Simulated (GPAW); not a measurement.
# KMgH3 (Pm-3m): G0W0 with GPAW, start to end, part 2 of 2

How does a plane-wave GW calculation on KMgH3 (Pm-3m) run from the first input to the gap?

GPAW 26.7.0; LDA and many-body steps on it, plane waves. Known limits of the many-body steps: not at the basis limit; coarse k mesh.

So far. Step 2 (Ground state): The gap is indirect, with the least direct gap 2.16 eV higher. Step 3 (Bands along the symmetry lines): The gap is 2.058 eV, as in the run before at this level.

### 4. Empty states on the mesh, 4×4×4 mesh, 158 bands

Level of this step: DFT, LDA, plane waves, PAW (GPAW).

The sums over transitions need many empty states on a uniform mesh; this step solves for them.

run.py

```python
import json
import numpy as np
from gpaw.mpi import world
from gpaw import GPAW

calc = GPAW('gs.gpw').fixed_density(kpts={'size': (4, 4, 4), 'gamma': True},
    parallel={'domain': 1, 'band': 1},
    txt='nscf.txt')
calc.diagonalize_full_hamiltonian(nbands=158)
calc.write('full.gpw', mode='all')
res = {}
kpts = calc.get_ibz_k_points()
res['kpts'] = kpts
res['eigenvalues'] = [calc.get_eigenvalues(kpt=k) for k in range(len(kpts))]
res['n_electrons'] = calc.get_number_of_electrons()

if world.rank == 0:
    with open('result.json', 'w') as f:
        json.dump(res, f, default=lambda x: x.tolist())
```

The run is started by

```bash
mpirun -n 4 gpaw python run.py
```

Numbers of over 12 decimals in the logs are rounded to 6 here.

The program printed:

```text
Diagonalizing LCAO Hamiltonian
Converting LCAO to pw mode
convergence criteria:
- Maximum integral of absolute [eigenst]ate change: 4e-08 eV^2 / valence electron
maximum number of iterations: 100

SCF iterations
|iter     |     time |      energy | eigst |  dens |
|iter:   1|  |             | +1.16 |       |
|iter:   2|  |             | +0.67 |       |
|iter:   3|  |             | +0.20 |       |
[...]
|iter:  18|  |             | -7.28 |       |
|iter:  19|  |             | -7.39 |       |
|iter:  20|  |             | -7.44c|       |
SCF steps: 20
  __  _  _
 | _ |_)|_||  |
 |__||  | ||/\| - 26.7.0

Input parameters:
  mode=PW(ecut=600.0),
  convergence={'density': 1e-06, 'bands': -3},
  gpts=array([24, 24, 24]),
  kpts=MonkhorstPack(size=(4, 4, 4), gamma=True),
  maxiter=100,
  nbands=19,
  occupations=Occupations(name='fermi-dirac', width=0.001, fixmagmom=False),
  parallel={'domain': 1, 'band': 1},
  xc=XC(name='LDA')
Matrix size: 2172x2172
# Writing to full.gpw (mode='all')
  [... matrices ...]

timing:  # [seconds]
  Total: 29.940  # ━━━━━━━━━━━━━━━━━━━━━━━━━━━━━━━━━━━━━━━━━━━━━━━━━━━━━━━━━━
```

Wall time 37 s (4 MPI ranks of Arm Neoverse V1, shared host); peak memory 2.1 GiB; 2.4 min of CPU time.

This step gave:

* gap: 2.058 eV
* k of the valence top: 0.5, 0, 0
* k of the conduction bottom: 0.5, 0.5, 0.5
* least direct gap: 4.218 eV
* k points computed: 10
* lowest point of the top converged band, above the valence top: 90.7748 eV

On this mesh the gap is 2.058 eV.

### 5. Screening and self-energy, 4×4×4 mesh, 148 bands, screening to 100 eV

Now the one-shot GW correction: screening in the RPA, then the self-energy of the levels asked for.

This step: G0W0 on LDA, plane waves, PAW.

run.py

```python
import json
import numpy as np
from gpaw.mpi import world
from gpaw.response.g0w0 import G0W0

gw = G0W0('full.gpw',
    filename='gw',
    kpts=[0, 4, 9],
    bands=(9, 13),
    ecut=100,
    nbands=148,
    integrate_gamma='WS',
    ppa=True)
gw.calculate()
res = {mode: {k: v for k, v in r.items() if k != 'sigma_eskwn'}
       for mode, r in gw.all_results.items()}

if world.rank == 0:
    with open('result.json', 'w') as f:
        json.dump(res, f, default=lambda x: x.tolist())
```

The run is started by

```bash
mpirun -n 4 gpaw python run.py
```

The program printed:

```text
Using integrator: PointIntegrator
FrequencyGridDescriptor(from 0.000+0.000j to 0.000+27.211j eV, 2 points)
Nonperiodic BCs:  [False False False]
Using integrator: PointIntegrator
FrequencyGridDescriptor(from 0.000+0.000j to 0.000+27.211j eV, 2 points)
Nonperiodic BCs:  [False False False]
  ___  _ _ _
 |   || | | |
 | | || | | |
 |__ ||_____|
 |___|

BZ k-points: Symmetries present (total): 48

  [... matrices ...]
64 k-points: 4 x 4 x 4 Monkhorst-Pack grid + [1/8,1/8,1/8]
10 k-points in the irreducible part of the Brillouin zone
       k-points in crystal coordinates                weights
   0:     0.00000000    0.00000000    0.00000000          1/64
   1:     0.25000000    0.00000000    0.00000000          6/64
   2:     0.25000000    0.25000000    0.00000000         12/64
   3:     0.25000000    0.25000000    0.25000000          8/64
   4:     0.50000000    0.00000000    0.00000000          3/64
   5:     0.50000000    0.25000000    0.00000000         12/64
   6:     0.50000000    0.25000000    0.25000000         12/64
   7:     0.50000000    0.50000000    0.00000000          3/64
   8:     0.50000000    0.50000000    0.25000000          6/64
   9:     0.50000000    0.50000000    0.50000000          1/64

Distributing spins, k-points and bands (1 x 3 x 4) over 4 processes
Number of blocks: 1

Quasi particle states:
k-points (IBZ indices): [0, 4, 9]
Band range: (9, 13)
  [... matrices ...]
Computational parameters:
Plane wave cut-off: 100 eV
Number of bands: 148
Coulomb cutoff: None
Broadening: 0.1 eV

fxc modes: GW
Kernel: RPA
Using Godby-Needs plasmon-pole approximation:
  Fitting energy: i*E0, E0 = 1.000 Hartree
Summing all q:

Calculating screened Coulomb potential
No Coulomb truncation
FrequencyGridDescriptor(from 0.000+0.000j to 0.000+27.211j eV, 2 points)
Removing empty qpoint cache files...

Calculating chi0 body with:
    Ground state adapter containing:
    Number of spins: 1
    Number of kpoints: 64
    Number of irreducible kpoints: 10
    Number of completely occupied states: 11
    Number of partially occupied states: 11
    Occupied states memory: 2.3203125 M / cpu

    Linear response parametrization:
    q_c: [0.0, 0.0, 0.0]
    Number of frequency points: 2
    Planewave cutoff: 100.0
    Number of bands: 148
    Number of planewaves: 147
    Broadening (eta): 1e-06
    comm.size: 4
    kncomm.size: 4
    blockcomm.size: 1

    Memory estimate of potentially large arrays:
        chi0_wGG: 0.659454 M / cpu
Integrating chi0 body.

Symmetries of q_c:
    Direct symmetries (Uq -> q): 48
    Indirect symmetries (TUq -> q): 0
In total 48 allowed symmetries.

  [... matrices ...]
10 groups of equivalent kpoints. 84.375% reduction.

Integral kind: response function
Integrating chi0 head and wings.

Symmetries of q_c:
    Direct symmetries (Uq -> q): 48
    Indirect symmetries (TUq -> q): 0
In total 48 allowed symmetries.

  [... matrices ...]
10 groups of equivalent kpoints. 84.375% reduction.

Integral kind: response function wings

Calculating chi0 body with:
    Ground state adapter containing:
    Number of spins: 1
    Number of kpoints: 64
    Number of irreducible kpoints: 10
    Number of completely occupied states: 11
    Number of partially occupied states: 11
    Occupied states memory: 2.3203125 M / cpu

    Linear response parametrization:
[... the further q-points ...]

Results:
f:      Occupation numbers
eps:     KS-eigenvalues [eV]
vxc:     KS vxc [eV]
exx:     Exact exchange [eV]
sigma:   Self-energies [eV]
dsigma:  Self-energy derivatives
Z:       Renormalization factors
qp:      QP-energies [eV]

k-point 0 (0): (0.000, 0.000, 0.000)                GW
band       f     eps     vxc     exx   sigma  dsigma       Z      qp
                                                                   GW
   9   1.000   0.857 -10.689 -13.952   1.537  -0.261   0.793  -0.513
  10   1.000   0.857 -10.689 -13.952   1.537  -0.261   0.793  -0.513
  11   0.000   6.834  -9.807  -4.917  -3.749  -0.220   0.820   7.769
  12   0.000   6.834  -9.807  -4.917  -3.749  -0.220   0.820   7.769

k-point 1 (4): (0.500, 0.000, 0.000)                GW
band       f     eps     vxc     exx   sigma  dsigma       Z      qp
                                                                   GW
   9   1.000  -1.527 -10.283 -14.321   2.172  -0.290   0.775  -2.974
  10   1.000   1.349 -11.032 -14.256   1.447  -0.260   0.793  -0.061
  11   0.000   6.405  -9.996  -4.785  -3.731  -0.212   0.825   7.626
  12   0.000   6.405  -9.996  -4.785  -3.731  -0.212   0.825   7.626

k-point 2 (9): (0.500, 0.500, 0.500)                GW
band       f     eps     vxc     exx   sigma  dsigma       Z      qp
                                                                   GW
   9   1.000  -0.811 -10.632 -14.545   2.026  -0.280   0.781  -2.285
  10   1.000  -0.811 -10.632 -14.545   2.026  -0.280   0.781  -2.285
  11   0.000   3.407 -10.169  -5.895  -3.235  -0.210   0.827   4.266
  12   0.000   6.692  -9.279  -4.456  -3.733  -0.215   0.823   7.590
```

It took 60 s on 4 MPI ranks; peak memory 1.2 GiB.

This step gave:

```
G0W0 gap on the points computed              : 4.327 eV
least direct G0W0 gap on the computed points : 6.551 eV
Z at the valence top                         : 0.7934
Z at the conduction bottom                   : 0.8265
starting gap on the mesh                     : 2.058 eV
k of the valence top                         : 0.5, 0, 0
k of the conduction bottom                   : 0.5, 0.5, 0.5
```

The gap on the mesh goes from 2.06 eV to 4.33 eV, a correction of +2.27 eV.

Limits: finite bands, cutoff and mesh; coarse k mesh. v1 is the top filled band, c1 the lowest empty one. Levels before and after the correction, in eV, zero at the valence-band top of each column:

|  | conduction bottom | valence top |
| --- | --- | --- |
| Kohn-Sham | 2.06 | 0.00 |
| G0W0 | 4.33 | 0.00 |

|  | level | energy (eV) |
| --- | --- | --- |
| Kohn-Sham | (0.5 0 0) v2 | -2.876 |
| Kohn-Sham | (0.5 0 0) v1 | 0.000 |
| Kohn-Sham | (0.5 0 0) c1-c2 | 5.057 |
| Kohn-Sham | (0.5 0.5 0.5) v2-v1 | -2.159 |
| Kohn-Sham | (0.5 0.5 0.5) c1 | 2.058 |
| Kohn-Sham | (0.5 0.5 0.5) c2 | 5.343 |
| G0W0 | (0.5 0 0) v2 | -2.913 |
| G0W0 | (0.5 0 0) v1 | 0.000 |
| G0W0 | (0.5 0 0) c1-c2 | 7.687 |
| G0W0 | (0.5 0.5 0.5) v2-v1 | -2.224 |
| G0W0 | (0.5 0.5 0.5) c1 | 4.327 |
| G0W0 | (0.5 0.5 0.5) c2 | 7.651 |

### 6. Where the time went

Times are wall times on 4 MPI ranks of Arm Neoverse V1, shared host, good to a factor of about two.

| step | time | share | memory (GiB) |
| --- | --- | --- | --- |
| ground state | 8 s | 7 % | 0.66 |
| bands along the symmetry lines | 13 s | 11 % | 0.74 |
| empty states on the mesh | 37 s | 31 % | 2.1 |
| screening and self-energy | 60 s | 51 % | 1.2 |

### 7. Outcome

| Property | Result |
| --- | --- |
| LDA gap | 2.06 eV, indirect |
| G0W0 gap on the mesh | 4.33 eV |
| GW settings | 4×4×4 mesh, 148 bands, screening to 100 eV, Godby-Needs plasmon pole |
| known limits | not at the basis limit; coarse k mesh |

**Reading.** G0W0 moves the gap on the mesh from 2.06 eV to 4.33 eV (+2.27 eV), with Z of 0.79 and 0.83 at the edges. Only 3 of the mesh's irreducible points were corrected, so a valley elsewhere could overtake. The dearest step here is «screening and self-energy». Bands and cutoff are finite, so the gap is not at the basis limit. The miss can reach some tenths of an eV and take either sign; the mesh is an error of its own. These stock PAW sets were not made for GW. In the G0W0 run levels were corrected at 3 k points alone, so a gap called «on the mesh» is the least over those, and an edge elsewhere would be missed. The 4×4×4 mesh is coarse for this cell, which bears on the long-range parts of exchange and screening. This is the ideal cubic cell; many perovskites, halides above all, are cubic only on average, and local tilts or off-centring can widen the gap.

[Paths, hosts, dates, memory and timing lines, banners, echoed tables and standing remarks are left out of the program output.]

[Logs are printed without paths, hosts, clocks, repeated set-up lines and the standing remarks that a program may print on its own settings, such as how far it seeks lower states.]

[Runs of the session that timed out or met a known fault of the program may be left out.]

[Hosts, paths, dates, database ids (printed as entryN), source tags and the programs' standing remarks are cut or masked in the printed files.]
